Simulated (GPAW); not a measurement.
# Surface energies of Mo: faces and functionals

Which face of Mo costs least to make, and how far does the functional move the answer?

How it was computed: GPAW 26.7.0, plane waves at 450 eV with PAW setups; symmetric 1×1 slabs cut at the tabulated lattice constant (two decimals; low-temperature values for the alkali metals), atoms at bulk places, 7.5 Å of vacuum on each side, one in-plane mesh for all thicknesses, Fermi-Dirac smearing of 0.1 eV. Energies are extrapolated to zero smearing and count from the program's reference atoms. Each γ comes from a line through the energies of slabs of six layers and more, E(n) = nε + 2Aγ.

Results:

```tsv
face	area an atom (Å²)	γ LDA (J/m²)	γ PBE (J/m²)
(110)	7.02	3.40	2.87
(100)	9.92	4.06	3.42
```

**Answer.** With PBE the surface energy runs from 2.87 J/m² on (110) to 3.42 J/m² on (100). The densest face, (110), is the cheapest. Per surface atom the cost is 1.26 eV on (110) and 2.12 eV on (100), rising as the faces open up and each atom loses more neighbours. On every face the functionals order as LDA > PBE, by 0.53 to 0.64 J/m² from first to last: the stronger the gradient correction to exchange, the less a surface costs.

Caveats: The surfaces are unrelaxed and unreconstructed; relaxation lowers the open faces most. All functionals use the tabulated lattice constant. Faces whose energies scatter by over 20 meV about the line were left out.

[Logs are printed without paths, hosts, clocks, repeated set-up lines and the standing remarks that a program may print on its own settings, such as how far it seeks lower states.]
